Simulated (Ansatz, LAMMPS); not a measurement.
# Structural relaxation of glassy 50SiO2-20Al2O3-15Li2O-15ZnO (mol %) (65 atoms), part 2 of 4

Aim: bring glassy 50SiO2-20Al2O3-15Li2O-15ZnO (mol %) (65 atoms) to a nearby minimum of the energy and see what moves.

Ansatz 0.2.0; Kohn-Sham DFT, LDA, PAW (set soft_2), plane waves.

The cell: 10 Si, 8 Al, 6 Li, 3 Zn and 38 O. The quench rate of 20 K/ps is many orders above laboratory rates. The starting topology of bonds comes from the classical model. Sampling is at Γ alone, for a cell whose shortest periodic width is 9 Å.

So far. Step 3 (Single point at the start): The r.m.s. force component of 1.4 eV/Å and the pressure of 2.6 GPa set the starting point.

## (4) Relaxation

The atoms are relaxed in the fixed cell, aiming at the force tolerance of the input.

The input, input.yaml:

```yaml
crystal:
  lattice:
    - [9.08383, 0.0, 0.0]
    - [0.0, 9.08383, 0.0]
    - [0.0, 0.0, 9.08383]
  atoms:
    [... the 65 atom lines of step 3 ...]
kpoints:
  mp_grid: { grid: [1, 1, 1] }
hamiltonian:
  xc: lda
scf:
  occupations: { method: fermi_dirac, width: 0.025 }
output:
  forces: true
relax:
  f_tol: 0.03
  max_steps: 200
```

The run is started by

```bash
> ansatz run input.yaml --threads 4 --pin off --max-ram 8192MiB --backend cpu --events-out ev --progress --plain --runs-dir out
```

Numbers of over 12 decimals in the logs are rounded to 6 here.

Log:

```text
[...]
Crystal: 65 atoms, lattice volume = 749.561 Å³
Basis set: ecut = 420 eV, 14771 PW (Γ)
Bands: 238, of which v1, the nominal top of the filled ones, is band 173 counted from 1 (172 counted from 0)
Symmetry: 1 space group operations
[...]
k-points: 1
[...]
SCF iter   1: F=—  HF=-42308.954712 eV  |F-HF|=—  |Δ(HF+E_count)|=         —  Δρ=1.39e-2  dr2=1.30e0  ethr=1.77e-3  ⟨swp⟩=6.0  Hψ=1057  notcnv=0  defer=30
[...]
SCF iter   7: F=-42308.525009 eV  HF=-42308.525009 eV  |F-HF|=6.77e-7  |Δ(HF+E_count)|=   1.91e-5  Δρ=2.93e-5  dr2=8.64e-6  ethr=6.50e-9  ⟨swp⟩=2.0  Hψ=751  notcnv=0
SCF 1 converged in 7 iterations: F = -42308.525009 eV  dr2 = 8.64e-6
[...]
relax step   1: F+E_penalty+E_count = -42308.52500865 eV  Δ(F+E_penalty+E_count) = +0.000e0 eV  max|allowed force component| = 5.528e0 eV/Å  Δτ_max = 0.0000 Å  (7 SCF iters, dr2 threshold 2.25e-5 eV, accepted)
[...]
relax step   2: F+E_penalty+E_count = -42311.36470764 eV  Δ(F+E_penalty+E_count) = -2.840e0 eV  max|allowed force component| = 3.506e0 eV/Å  Δτ_max = 0.1238 Å  (7 SCF iters, dr2 threshold 1.00e-4 eV, accepted)
[...]
relax step   3: F+E_penalty+E_count = -42313.51244887 eV  Δ(F+E_penalty+E_count) = -2.148e0 eV  max|allowed force component| = 5.856e-1 eV/Å  Δτ_max = 0.1894 Å  (7 SCF iters, dr2 threshold 1.00e-4 eV, accepted)
relax step   4: F+E_penalty+E_count = -42313.70060855 eV  Δ(F+E_penalty+E_count) = -1.882e-1 eV  max|allowed force component| = 4.033e-1 eV/Å  Δτ_max = 0.0806 Å  (6 SCF iters, dr2 threshold 2.14e-5 eV, accepted)
relax step   5: F+E_penalty+E_count = -42313.82290476 eV  Δ(F+E_penalty+E_count) = -1.223e-1 eV  max|allowed force component| = 2.948e-1 eV/Å  Δτ_max = 0.2000 Å  (7 SCF iters, dr2 threshold 1.02e-5 eV, accepted)
relax step   6: F+E_penalty+E_count = -42313.86569790 eV  Δ(F+E_penalty+E_count) = -4.279e-2 eV  max|allowed force component| = 1.987e-1 eV/Å  Δτ_max = 0.1320 Å  (6 SCF iters, dr2 threshold 4.12e-5 eV, accepted)
relax step   7: F+E_penalty+E_count = -42313.92005077 eV  Δ(F+E_penalty+E_count) = -5.435e-2 eV  max|allowed force component| = 1.848e-1 eV/Å  Δτ_max = 0.2000 Å  (7 SCF iters, dr2 threshold 1.79e-5 eV, accepted)
relax step   8: F+E_penalty+E_count = -42313.94736980 eV  Δ(F+E_penalty+E_count) = -2.732e-2 eV  max|allowed force component| = 2.946e-1 eV/Å  Δτ_max = 0.1941 Å  (7 SCF iters, dr2 threshold 1.55e-5 eV, accepted)
relax step   9: F+E_penalty+E_count = -42313.97141216 eV  Δ(F+E_penalty+E_count) = -2.404e-2 eV  max|allowed force component| = 2.507e-1 eV/Å  Δτ_max = 0.2000 Å  (6 SCF iters, dr2 threshold 7.50e-5 eV, accepted)
relax step  10: F+E_penalty+E_count = -42313.96603833 eV  Δ(F+E_penalty+E_count) = +5.374e-3 eV  max|allowed force component| = 4.159e-1 eV/Å  Δτ_max = 0.1804 Å  (7 SCF iters, dr2 threshold 4.55e-5 eV, rejected (line search))
relax step  11: F+E_penalty+E_count = -42313.99518876 eV  Δ(F+E_penalty+E_count) = -2.378e-2 eV  max|allowed force component| = 7.959e-2 eV/Å  Δτ_max = 0.0870 Å  (9 SCF iters, accepted)
relax step  12: F+E_penalty+E_count = -42313.99847329 eV  Δ(F+E_penalty+E_count) = -3.285e-3 eV  max|allowed force component| = 9.354e-2 eV/Å  Δτ_max = 0.0458 Å  (8 SCF iters, accepted)
relax step  13: F+E_penalty+E_count = -42313.99940042 eV  Δ(F+E_penalty+E_count) = -9.271e-4 eV  max|allowed force component| = 9.424e-2 eV/Å  Δτ_max = 0.0111 Å  (7 SCF iters, accepted)
relax step  14: F+E_penalty+E_count = -42314.00091040 eV  Δ(F+E_penalty+E_count) = -1.510e-3 eV  max|allowed force component| = 4.601e-2 eV/Å  Δτ_max = 0.0132 Å  (5 SCF iters, dr2 threshold 8.88e-6 eV, accepted)
relax step  15: F+E_penalty+E_count = -42313.99840279 eV  Δ(F+E_penalty+E_count) = +2.508e-3 eV  max|allowed force component| = 6.133e-2 eV/Å  Δτ_max = 0.0614 Å  (8 SCF iters, rejected (line search))
[...]
relax step  16: F+E_penalty+E_count = -42314.00210834 eV  Δ(F+E_penalty+E_count) = -1.198e-3 eV  max|allowed force component| = 1.448e-2 eV/Å  Δτ_max = 0.0189 Å  (8 SCF iters, accepted)
SCF converged after 8 iterations
Free energy (F): -42314.002108 eV
[...]
Internal energy: -42314.002108 eV  (E = F + TS)
E sigma→0 (E₀):  -42314.002108 eV
Fermi energy:    5.862837 eV
[...]
--- Forces (eV/Å), atoms counted from 1 ---
  atom   1  Si     0.00748506     0.00551287     0.00167218
  atom   2  Si     0.01161813     0.00037749     0.01191346
  atom   3  Si    -0.00265209     0.00858083    -0.00624257
  atom   4  Si     0.00261959    -0.00715522     0.00989831
  atom   5  Si    -0.00059052    -0.00017374    -0.00168352
  atom   6  Si     0.00240993    -0.00019093    -0.00665169
  atom   7  Si    -0.00337400    -0.00972760     0.00273966
  atom   8  Si    -0.00401298     0.00385791     0.00624351
  atom   9  Si    -0.01448497     0.00509208     0.01187785
  atom  10  Si     0.01201694     0.00559735     0.01050645
  atom  11  Al    -0.00178054    -0.00095970     0.00165946
  atom  12  Al     0.00043256     0.00113836    -0.00485195
  atom  13  Al    -0.00196591     0.00076968    -0.00811065
  atom  14  Al     0.00038950    -0.00899022     0.00003835
[...]
atom  64  O      0.00174016    -0.00368032    -0.00777851
  atom  65  O     -0.00027675    -0.00232478    -0.00425653
  max |Σ_I F_I| component: 1.06e-4 eV/Å
--- Relaxed structure (16 steps of the walk, 14 accepted, 0 SCFs on fresh bases) ---
  F+E_penalty+E_count = -42314.00210834 eV   max|allowed force component| = 1.448e-2 eV/Å
  atoms:
    - { symbol: Si, position: [0.685200, 0.137533, 0.617170] }
    - { symbol: Si, position: [0.744750, 0.655840, 0.405503] }
    - { symbol: Si, position: [0.326664, 0.672230, 0.052247] }
    - { symbol: Si, position: [0.498580, 0.129688, 0.194905] }
[...]
- { symbol: O, position: [0.811753, 0.087350, 0.507375] }
```

It took 55 s on 4 threads of Arm Neoverse V1, shared host; peak memory 0.84 GiB; 3.3 min of CPU time.

Step by step:

```
step  energy less that of the first step (eV)  largest force component (eV/Å)
   1                                   0.0000                          5.5280
   2                                  -2.8397                          3.5063
   3                                  -4.9874                          0.5856
   4                                  -5.1756                          0.4033
   5                                  -5.2979                          0.2948
   6                                  -5.3407                          0.1987
   7                                  -5.3950                          0.1848
   8                                  -5.4224                          0.2946
   9                                  -5.4464                          0.2507
  10                                  -5.4410                          0.4159
  11                                  -5.4702                          0.0796
  12                                  -5.4735                          0.0935
  13                                  -5.4744                          0.0942
  14                                  -5.4759                          0.0460
  15                                  -5.4734                          0.0613
  16                                  -5.4771                          0.0145
```

Relaxation steps 10, 15 were tried and not accepted.

The atoms that moved most (Å):

```
atom      dx      dy      dz  length
Li21  -0.753   0.367   0.078   0.841
 O43  -0.174  -0.070   0.439   0.478
 O39  -0.236   0.303  -0.165   0.418
 O56   0.134  -0.357   0.114   0.398
Li20  -0.182   0.311  -0.049   0.364
 O29   0.235  -0.086  -0.225   0.336
 O63  -0.019  -0.011  -0.298   0.299
Li19   0.125  -0.196  -0.181   0.294
```

The relaxation changed the energy by -84.3 meV/atom, and atoms moved by 0.23 Å r.m.s., 0.84 Å at most.

## (5) Local order after relaxation

Bonds before and after, by the cutoffs listed below:

```
pair  bonds before  bonds after  mean before (Å)  mean after (Å)  spread before (Å)  spread after (Å)
O-Si            40           40            1.605           1.625              0.058             0.028
O-Al            34           34            1.786           1.784              0.123             0.068
O-Li            23           25            2.127           2.093              0.124             0.170
O-Zn            14           12            2.082           1.989              0.121             0.098
```

Density 2.97 g/cm³, 11.53 Å³ an atom.

Pair distribution functions g(r), in bins of 0.2 Å:

```
r (Å)  total   O-O   O-Si  O-Al  O-Li  O-Zn  Si-Si
 1.50   0.34  0.00   1.90  0.00  0.00  0.00   0.00
 1.70   2.96  0.00  10.00  8.05  0.00  0.00   0.00
 1.90   0.90  0.00   0.00  2.50  2.87  4.31   0.00
 2.10   0.50  0.00   0.00  0.00  3.03  3.19   0.00
 2.30   0.19  0.07   0.00  0.00  1.27  0.53   0.00
 2.50   0.66  1.61   0.12  0.00  0.45  0.81   0.00
 2.70   1.23  2.98   0.00  0.00  0.36  0.34   0.00
 2.90   1.44  2.34   0.10  0.25  0.61  0.33   2.69
 3.10   1.04  0.92   0.40  0.72  1.23  0.81   2.52
 3.30   1.09  0.69   0.93  0.91  1.08  0.24   0.57
 3.50   0.71  0.63   1.15  0.89  0.75  0.21   0.00
 3.70   0.90  0.63   1.42  1.14  1.05  1.32   0.00
 3.90   1.10  0.84   1.48  1.79  1.11  1.56   0.41
 4.10   1.11  0.69   1.73  1.92  1.18  1.24   1.40
 4.30   1.02  0.67   1.35  1.38  1.12  1.42   0.62
```

Bonds by pair of elements; cutoffs follow the first minimum of g(r), held within bounds set by covalent radii, and pairs that aren't listed don't count as bonded:

```
pair A-B  cutoff (Å)  bonds  mean length (Å)  spread (Å)  shortest (Å)  B about A  A about B
    O-Si        2.08     40             1.62       0.028          1.57       1.05          4
    O-Al        2.33     34             1.78       0.068          1.70      0.895       4.25
    O-Li        2.58     25             2.09        0.17          1.83      0.658       4.17
    O-Zn        2.38     12             1.99       0.098          1.88      0.316          4
```

How many atoms have how many bonded neighbours:

```
element  mean  2   3   4  5
     Al  4.25  0   0   6  2
     Li  4.17  0   1   3  2
      O  2.92  9  23   6  0
     Si     4  0   0  10  0
     Zn     4  0   1   1  1
```

Bond angles, per cent of each kind in bins of 5°:

```
angle (°)  O-Si-O  O-Al-O  O-Li-O  Li-O-Si  Al-O-Si
    70–75     0.0     0.0     9.8      0.0      0.0
    75–80     0.0     3.6     7.3      0.0      0.0
    80–85     0.0     0.0     2.4      3.5      0.0
    85–90     0.0     7.1     4.9     10.3      0.0
    90–95     0.0     8.9    17.1     20.7      0.0
   95–100     6.7    10.7     9.8      3.5      0.0
  100–105    21.7    12.5     4.9      3.5      0.0
  105–110    31.7    10.7     2.4     10.3      0.0
  110–115    21.7    21.4     4.9     10.3     10.0
  115–120     8.3    12.5     9.8     17.2      5.0
  120–125    10.0     3.6     7.3     10.3     20.0
  125–130     0.0     0.0     2.4      0.0     10.0
  130–135     0.0     5.4     4.9      3.5     15.0
  135–140     0.0     0.0     0.0      6.9      5.0
  140–145     0.0     0.0     0.0      0.0     10.0
  145–150     0.0     0.0     4.9      0.0      0.0
  150–155     0.0     0.0     2.4      0.0     10.0
  155–160     0.0     0.0     2.4      0.0      5.0
  160–165     0.0     0.0     2.4      0.0      5.0
  165–170     0.0     0.0     0.0      0.0      5.0
  170–175     0.0     1.8     0.0      0.0      0.0
  175–180     0.0     1.8     0.0      0.0      0.0
```

Bond angles (no mean is given where the spread exceeds 20°):

```
  angle  count  mean (°)  spread (°)
 O-Si-O     60       109         6.6
 O-Al-O     56       109        18.2
 O-Li-O     41         -           -
Li-O-Si     29       107        15.5
Al-O-Si     20       134        16.1
```

Oxygen atoms by the number of network formers (Si, P, Ge, B, Al, As, Ga) bound to them:

```
network formers bound to O  O atoms  per cent
                         0        0         0
                         1        5      13.2
                         2       30      78.9
                         3        3       7.9
```

Network units: each former by its oxygen neighbours and how many of them bridge to another former:

```
former  O neighbours  bridging O  atoms
    Si             4           3      4
    Si             4           4      6
    Al             4           3      1
    Al             4           4      5
    Al             5           5      2
```

Bond length by coordination (bonds to H left out):

```
element  coordination  atoms  mean bond length (Å)
     Al             4      6                  1.76
     Al             5      2                  1.85
     Li             3      1                  2.00
     Li             4      3                  2.08
     Li             5      2                  2.13
      O             2      9                  1.66
      O             3     23                  1.82
      O             4      6                  1.94
     Zn             3      1                  1.94
     Zn             4      1                  1.95
     Zn             5      1                  2.05
```

Rings of the network by King's shortest-path rule, up to 12 atoms, one path for each pair of neighbours; H, halogens, alkali and alkaline-earth atoms are left out, and the last column divides by all other atoms, bonded or not:

```
ring size (atoms)  rings  per network atom
                4      3             0.051
                6      3             0.051
                8     15             0.254
               10     25             0.424
               12     18             0.305
```

First main peaks of g(r), for some of the pairs, lie near 2.6 Å (O-O), 1.6 Å (O-Si), 1.8 Å (O-Al), 2.0 Å (O-Li), 2.0 Å (O-Zn) and 3.0 Å (Si-Si). By these cutoffs 75 % of Al atoms have 4, 50 % of Li atoms have 4, 61 % of O atoms have 3 and all Si atoms have 4 bonded neighbours. The O-Si-O angle averages 109° with a spread of 7°. Counting bonds to Si and Al alone, not to Zn, 79 % of the oxygens join two of these atoms and 13 % one; 8 % join three. The commonest Si unit has 4 oxygens, 4 of them shared with other formers (6 of 10 atoms). Rings of 10 atoms are the most common (39 % of those counted); sizes run from 4 to 12, where the search stops.

(Continued in part 3 of 4.)

[Logs are printed without paths, hosts, clocks, repeated set-up lines and the standing remarks that a program may print on its own settings, such as how far it seeks lower states.]

[Hosts, paths, dates, database ids (printed as entryN), source tags and the programs' standing remarks are cut or masked in the printed files.]
